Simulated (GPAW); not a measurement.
# STM contrast on Y2NS2 MXene monolayer

Wanted: filled- and empty-state images of Y2NS2 MXene monolayer, with its work function.

Program: GPAW 26.7.0. Level of theory: GPAW, PAW setups; layer in a repeated cell with vacuum, relaxation of atoms and in-plane cell, in the first sound run; inputs show where later runs differ. Results are calculated unless marked as measured.

## 1. The starting structure

The cell holds 5 atoms: 2 S, 2 Y and 1 N. Cell: a = 3.406 Å, b = 3.406 Å, c = 22.561 Å, α = 90.0°, β = 90.0°, γ = 120.0°. Vacuum lies along c.

As a file:

```cif
data_structure
_symmetry_space_group_name_H-M 'P 1'
_symmetry_Int_Tables_number 1
_cell_length_a 3.4063
_cell_length_b 3.4063
_cell_length_c 22.5611
_cell_angle_alpha 90.000
_cell_angle_beta 90.000
_cell_angle_gamma 120.000
_cell_volume 226.70
loop_
_atom_site_label
_atom_site_type_symbol
_atom_site_fract_x
_atom_site_fract_y
_atom_site_fract_z
_atom_site_occupancy
S1 S 0.33333 0.66667 0.35459 1
Y2 Y 0.66667 0.33333 0.44043 1
N3 N 0.00000 0.00000 0.50000 1
Y4 Y 0.33333 0.66667 0.55957 1
S5 S 0.66667 0.33333 0.64541 1
```

## 2. Relaxation

Forces are removed first; all later runs use this geometry.

Contents of run.py:

```python
import json
import numpy as np
from ase import Atoms
from ase.filters import FrechetCellFilter
from ase.optimize import BFGS
from gpaw import GPAW, PW

slab = Atoms(
    ['S', 'Y', 'N', 'Y', 'S'],
    positions=[
        [-0.00000, 1.96661, 8.00000],
        [1.70313, 0.98330, 9.93651],
        [0.00000, 0.00000, 11.28053],
        [-0.00000, 1.96661, 12.62455],
        [1.70313, 0.98330, 14.56106]],
    cell=[[3.40626, 0.0, 0.0], [-1.70313, 2.94991, 0.0], [0.0, 0.0, 22.5611]],
    pbc=[True, True, True])

slab.calc = GPAW(mode=PW(600), xc='PBE', kpts={'size': (9, 9, 1), 'gamma': True},
                 occupations={'name': 'fermi-dirac', 'width': 0.05}, nbands='160%',
                 convergence={'density': 1e-05}, maxiter=200,
                 symmetry={'tolerance': 1e-3}, txt='slab.txt')
result = {}
# The in-plane cell is free; stress needs a cell that repeats along all three vectors
path = []
opt = BFGS(FrechetCellFilter(slab, mask=[1, 1, 0, 0, 0, 1]), maxstep=0.2)
opt.attach(lambda: path.append((slab.get_potential_energy(), slab.positions.tolist(), slab.get_forces().tolist())))
result['relaxed'] = bool(opt.run(fmax=0.02, steps=45))
result['path'] = path
result['cell'] = slab.cell.tolist()
print('in-plane lattice', slab.cell.cellpar().round(4)[[0, 1, 5]])
energy = slab.get_potential_energy()
fermi = slab.calc.get_fermi_level()
v = slab.calc.get_electrostatic_potential().mean((0, 1)) - fermi
n = slab.calc.get_pseudo_density().mean((0, 1))
L = slab.cell[2, 2]
z = np.arange(len(v)) * L / len(v)
low, high = slab.positions[:, 2].min(), slab.positions[:, 2].max()
below, above = np.interp([low - 5.8, high + 5.8], z, v)
slopes = [np.interp(x, z, np.gradient(v, z)) for x in (low - 5.8, high + 5.8)]
eps = np.array([[slab.calc.get_eigenvalues(k, s) for k in range(len(slab.calc.get_ibz_k_points()))]
                for s in range(slab.calc.get_number_of_spins())]) - fermi
top, bottom = eps[eps < 0].max(), eps[eps > 0].min()
dipole = slab.get_dipole_moment()[2]
print(f'energy {energy:.4f} eV, Fermi level {fermi:.4f} eV, dipole {dipole:.5f} e A')
print(f'potential 5.8 A off the faces, from the Fermi level: lower {below:.4f} eV, upper {above:.4f} eV')
print(f'slope of the potential there: lower {slopes[0]:.5f}, upper {slopes[1]:.5f} eV/A')
print(f'nearest levels on the mesh: {top:.4f} and {bottom:.4f} eV')
print('magnetic moment', round(slab.get_magnetic_moment(), 3))
result.update(energy=energy, fermi=fermi, dipole=dipole, below=below, above=above, slopes=slopes, edges=[top, bottom],
              z=z.tolist(), v=v.tolist(), n=n.tolist(), positions=slab.positions.tolist(),
              forces=slab.get_forces(apply_constraint=False).tolist(), moments=slab.get_magnetic_moments().tolist())
json.dump(result, open('result.json', 'w'))
```

Run with:

```console
$ OMP_NUM_THREADS=1 OPENBLAS_NUM_THREADS=1 python run.py
```

Log:

```text
Step          Energy          fmax
BFGS:    0      -31.917401        2.066474
BFGS:    1      -32.084377        1.469940
BFGS:    2      -32.334029        0.908185
BFGS:    3      -32.371019        0.811240
BFGS:    4      -32.544828        0.436884
BFGS:    5      -32.577566        0.454803
BFGS:    6      -32.602816        0.410187
BFGS:    7      -32.626625        0.336350
BFGS:    8      -32.663384        0.267241
BFGS:    9      -32.692858        0.335794
BFGS:   10      -32.699304        0.199981
BFGS:   11      -32.698767        0.019005
in-plane lattice [  3.6759   3.6759 120.    ]
energy -32.6804 eV, Fermi level -2.4768 eV, dipole -0.00064 e A
potential 5.8 A off the faces, from the Fermi level: lower 7.2091 eV, upper 7.2114 eV
slope of the potential there: lower -0.00055, upper -0.00035 eV/A
nearest levels on the mesh: -0.0206 and 0.0710 eV
magnetic moment 0.0
```

It took 14 min on 1 thread of Arm Neoverse V1, shared host; peak memory 0.45 GiB.

This step gave:

* dipole along the normal: -6.44e-4 e·Å
* levels nearest the Fermi level on the mesh: -0.02057, 0.07104 eV from the Fermi level

The electrostatic potential energy of an electron (without an applied field's), less the Fermi level, planar mean oscillates, so the rows of the table below give means over windows of 1.85 Å about each position, cut where the curve ends. Its maxima inside the range that stand out by 2 % of the span (Å: eV): 9.0: -2.96, 10.8: -2.33, 11.7: -2.33, 13.6: -2.96. Its minima: 8.3: -11.6, 9.9: -15.3, 11.3: -7.09, 12.7: -15.3, 14.3: -11.6.

The electrostatic potential energy of an electron (without an applied field's), less the Fermi level, planar mean by z; means over each step:

```
z (Å)  electrostatic potential energy of an electron (without an applied field's), less the Fermi level, planar mean (eV)
 0.93                                                                                                                7.21
 2.78                                                                                                                7.21
 4.63                                                                                                                7.21
 6.48                                                                                                                6.82
 8.33                                                                                                               -4.29
10.18                                                                                                               -8.45
12.03                                                                                                               -8.02
13.88                                                                                                               -6.54
15.73                                                                                                                6.02
17.58                                                                                                                7.21
19.43                                                                                                                7.21
21.28                                                                                                                7.21
```

The pseudo valence density, planar mean oscillates, so the rows of the table below give means over windows of 1 Å about each position, cut where the curve ends. Its maxima inside the range that stand out by 2 % of the span (Å: e/Å³): 8.6: 0.374, 9.9: 0.789, 11.3: 0.492, 12.7: 0.789, 13.9: 0.374. Its minima: 9.0: 0.343, 10.6: 0.350, 12.0: 0.350, 13.6: 0.343.

Pseudo valence density, planar mean against z; means over each step:

```
z (Å)  pseudo valence density, planar mean (e/Å³)
    4                                      3.7e-6
    5                                      8.9e-5
    6                                     0.00222
    7                                      0.0531
    8                                       0.285
    9                                       0.383
   10                                       0.621
   11                                       0.426
   12                                       0.445
   13                                       0.575
   14                                       0.343
   15                                       0.185
   16                                      0.0135
   17                                      5.5e-4
   18                                      2.2e-5
```

The relaxation lowered the energy of the cell by 0.779 eV (energies extrapolated to zero smearing; the optimiser's log prints free energies). The largest force left on a free atom is 0.019 eV/Å.

## 3. Plane waves, PBE

The work function is the vacuum plateau of the electrostatic potential less the Fermi level; a dipole layer lets the two faces have plateaus of their own.

This step: GPAW, PAW setups; slab in vacuum (GPAW 26.7.0).

The cell differs from the one that the last finished run ended in (c 22.561 → 21.964 Å).

Contents of run.py:

```python
import json
import numpy as np
from ase import Atoms
from ase.dft.stm import STM
from gpaw import GPAW, PW

slab = Atoms(
    ['S', 'Y', 'N', 'Y', 'S'],
    positions=[
        [0.00000, 2.12230, 8.00000],
        [1.83796, 1.06114, 9.58148],
        [0.00000, 0.00000, 10.98211],
        [0.00000, 2.12230, 12.38273],
        [1.83796, 1.06114, 13.96421]],
    cell=[[3.67592, -0.0, 0.0], [-1.83796, 3.18344, 0.0], [0.0, 0.0, 21.9642]],
    pbc=[True, True, False])

slab.calc = GPAW(mode=PW(500), xc='PBE', kpts={'size': (9, 9, 1), 'gamma': True},
                 occupations={'name': 'fermi-dirac', 'width': 0.05}, nbands='160%',
                 convergence={'density': 1e-05}, maxiter=200,
                 poissonsolver={'dipolelayer': 'xy'},
                 symmetry={'tolerance': 1e-3}, txt='slab.txt')
result = {}
energy = slab.get_potential_energy()
fermi = slab.calc.get_fermi_level()
v = slab.calc.get_electrostatic_potential().mean((0, 1)) - fermi
n = slab.calc.get_pseudo_density().mean((0, 1))
L = slab.cell[2, 2]
z = np.arange(len(v)) * L / len(v)
low, high = slab.positions[:, 2].min(), slab.positions[:, 2].max()
below, above = np.interp([low - 5.8, high + 5.8], z, v)
slopes = [np.interp(x, z, np.gradient(v, z)) for x in (low - 5.8, high + 5.8)]
eps = np.array([[slab.calc.get_eigenvalues(k, s) for k in range(len(slab.calc.get_ibz_k_points()))]
                for s in range(slab.calc.get_number_of_spins())]) - fermi
top, bottom = eps[eps < 0].max(), eps[eps > 0].min()
dipole = slab.get_dipole_moment()[2]
print(f'energy {energy:.4f} eV, Fermi level {fermi:.4f} eV, dipole {dipole:.5f} e A')
print(f'potential 5.8 A off the faces, from the Fermi level: lower {below:.4f} eV, upper {above:.4f} eV')
print(f'slope of the potential there: lower {slopes[0]:.5f}, upper {slopes[1]:.5f} eV/A')
print(f'nearest levels on the mesh: {top:.4f} and {bottom:.4f} eV')
print('magnetic moment', round(slab.get_magnetic_moment(), 3))
result.update(energy=energy, fermi=fermi, dipole=dipole, below=below, above=above, slopes=slopes, edges=[top, bottom],
              z=z.tolist(), v=v.tolist(), n=n.tolist(), positions=slab.positions.tolist(),
              forces=slab.get_forces(apply_constraint=False).tolist(), moments=slab.get_magnetic_moments().tolist())

# Images need the states of the whole zone, up to time reversal
slab.calc = slab.calc.fixed_density(symmetry={'point_group': False}, txt='states.txt', nbands='280%',
                                    convergence={'bands': 'CBM+2.3'})
stm = STM(slab)
result['stm'] = []
for bias in [-1.5, 2.0]:
    height = high + 3.0
    current = stm.get_averaged_current(bias, height)
    x, y, h = stm.scan(bias, current)
    i, f = divmod(height / L * stm.ldos.shape[2], 1)
    I = abs((1 - f) * stm.ldos[:, :, int(i)] + f * stm.ldos[:, :, int(i) + 1])
    print(f'bias {bias} V: mean current at 3.0 A {current:.4e}, corrugation {np.ptp(h):.4f} A')
    result['stm'].append(dict(bias=bias, current=current, h=(h - high).tolist(), I=I.tolist()))
json.dump(result, open('result.json', 'w'))
```

Log:

```text
energy -32.2542 eV, Fermi level -2.3458 eV, dipole 0.00020 e A
potential 5.8 A off the faces, from the Fermi level: lower 7.2112 eV, upper 7.2083 eV
slope of the potential there: lower -0.00029, upper 0.00029 eV/A
nearest levels on the mesh: -0.0201 and 0.0722 eV
magnetic moment 0.0
bias -1.5 V: mean current at 3.0 A 5.5672e-05, corrugation 0.6078 A
bias 2.0 V: mean current at 3.0 A 7.6840e-06, corrugation 0.5702 A
```

The job ended after 3.4 min (1 thread; peak memory 0.63 GiB).

Numbers from this step:

- dipole along the normal: 2.00e-4 e·Å
- levels nearest the Fermi level on the mesh: -0.02013, 0.07222 eV from the Fermi level
- upper work function: 7.208 eV
- lower work function: 7.211 eV
- corrugation -1.5: 0.6078 Å
- corrugation 2: 0.5702 Å

The electrostatic potential energy of an electron (without an applied field's), less the Fermi level, planar mean oscillates, so the rows of the table below give means over windows of 1.83 Å about each position, cut where the curve ends. Its maxima inside the range that stand out by 2 % of the span (Å: eV): 8.7: -2.96, 10.5: -2.31, 11.4: -2.31, 13.3: -2.96. Its minima: 8.1: -11.6, 9.6: -15.3, 11.0: -7.13, 12.4: -15.3, 13.9: -11.6.

The electrostatic potential energy of an electron (without an applied field's), less the Fermi level, planar mean by z; means over each step:

z (Å), electrostatic potential energy of an electron (without an applied field's), less the Fermi level, planar mean (eV) and a bar from the least value:
```
     0.92        7.2 ##############################
     2.75        7.2 ##############################
     4.58        7.2 ##############################
     6.41        6.4 #############################
     8.23       -5.5 ######
    10.07       -8.4 
    11.89       -8.4 
    13.73       -5.6 #####
    15.55        6.4 ############################
    17.38        7.2 ##############################
    19.21        7.2 ##############################
    21.05        7.2 ##############################
```

The pseudo valence density, planar mean oscillates, so the rows of the table below give means over windows of 1 Å about each position, cut where the curve ends. Its maxima inside the range that stand out by 2 % of the span (Å: e/Å³): 8.4: 0.371, 9.5: 0.779, 11.0: 0.489, 12.4: 0.779, 13.5: 0.371. Its minima: 8.8: 0.345, 10.4: 0.348, 11.5: 0.348, 13.2: 0.345.

Pseudo valence density, planar mean against z; means over each step:

```
z (Å)  pseudo valence density, planar mean (e/Å³)
    4                                      9.6e-6
    5                                      2.3e-4
    6                                     0.00603
    7                                       0.112
    8                                       0.330
    9                                       0.471
   10                                       0.534
   11                                       0.438
   12                                       0.546
   13                                       0.459
   14                                       0.326
   15                                       0.104
   16                                     0.00535
   17                                      2.1e-4
   18                                      8.6e-6
```

Tip height over the top atom over a1 and a2. Sample bias -1.5 V, constant current at the mean current 3.0 Å over the top atom.

Ten even steps from '_' (2.62 Å) to '@' (3.23 Å):
```
____..::--==++++++****++++++==--::..____
....::::----====++++++====----::::......
::::::------------------------::::::::::
----------------------------------------
====------::::::::::::------======++++==
++++==----::::::::::----==++++++******++
**++==----::::::::----==++******####****
**++++----::::::----++++**######%%######
****++----::::----++****##%%%%%%%%%%%%##
****++----::----++****##%%@@@@@@@@@@%%##
**++==--------==++**##%%@@@@@@@@@@@@%%##
**++==------==++**##%%@@@@@@@@@@@@@@%%##
**++--------++**##%%@@@@@@@@@@@@@@@@%%##
++==------==++**##%%@@@@@@@@@@@@@@%%##**
==--::::--==++**##%%@@@@@@@@@@@@%%##**++
--::::::--==**##%%%%@@@@@@@@@@%%%%##**==
::....::--++**####%%@@@@@@@@%%####**++--
..__..::--++****##%%%%%%%%%%##****++--::
____..::--==++**############**++==--::..
____..::--==++**************++==--::..__
```
Columns: a1 from 0 to 0.95; rows upwards: a2 from 0 to 0.95.

Local density of states summed over the bias window over a1 and a2. Sample bias -1.5 V, constant height 3.0 Å over the top atom.

Values in units of 1e-4 arbitrary, 12 rows by 16 columns, each cell a mean:
```
0.2 0.3 0.3 0.3 0.4 0.5 0.5 0.5 0.5 0.5 0.4 0.4 0.3 0.3 0.3 0.2
0.3 0.3 0.3 0.3 0.4 0.4 0.4 0.4 0.4 0.4 0.4 0.3 0.3 0.3 0.3 0.3
0.4 0.4 0.4 0.3 0.3 0.3 0.3 0.3 0.3 0.3 0.4 0.4 0.4 0.4 0.4 0.4
0.5 0.5 0.4 0.3 0.3 0.3 0.3 0.3 0.4 0.4 0.5 0.5 0.6 0.6 0.6 0.6
0.6 0.5 0.4 0.3 0.3 0.3 0.3 0.4 0.5 0.6 0.7 0.7 0.8 0.8 0.8 0.7
0.6 0.5 0.4 0.3 0.3 0.3 0.4 0.5 0.6 0.8 0.9 1.0 1.0 1.0 0.9 0.8
0.6 0.5 0.4 0.3 0.3 0.4 0.5 0.7 0.9 1.0 1.1 1.2 1.2 1.1 1.0 0.8
0.5 0.4 0.4 0.3 0.4 0.5 0.6 0.8 1.0 1.2 1.2 1.3 1.2 1.1 0.9 0.7
0.4 0.4 0.3 0.3 0.4 0.6 0.7 0.9 1.1 1.2 1.2 1.2 1.1 0.9 0.8 0.6
0.3 0.3 0.3 0.3 0.5 0.6 0.8 0.9 1.0 1.1 1.1 1.0 0.9 0.7 0.6 0.4
0.3 0.2 0.3 0.3 0.5 0.6 0.7 0.8 0.9 0.9 0.9 0.8 0.6 0.5 0.4 0.3
0.2 0.2 0.3 0.3 0.4 0.5 0.6 0.7 0.7 0.7 0.6 0.6 0.4 0.4 0.3 0.2
```
Columns: a1 from 0 to 0.95; rows upwards: a2 from 0 to 0.95.

[end of part 1 of 2]

[Logs are printed without paths, hosts, clocks, repeated set-up lines and the standing remarks that a program may print on its own settings, such as how far it seeks lower states.]

[Hosts, paths, dates, database ids (printed as entryN), source tags and the programs' standing remarks are cut or masked in the printed files.]
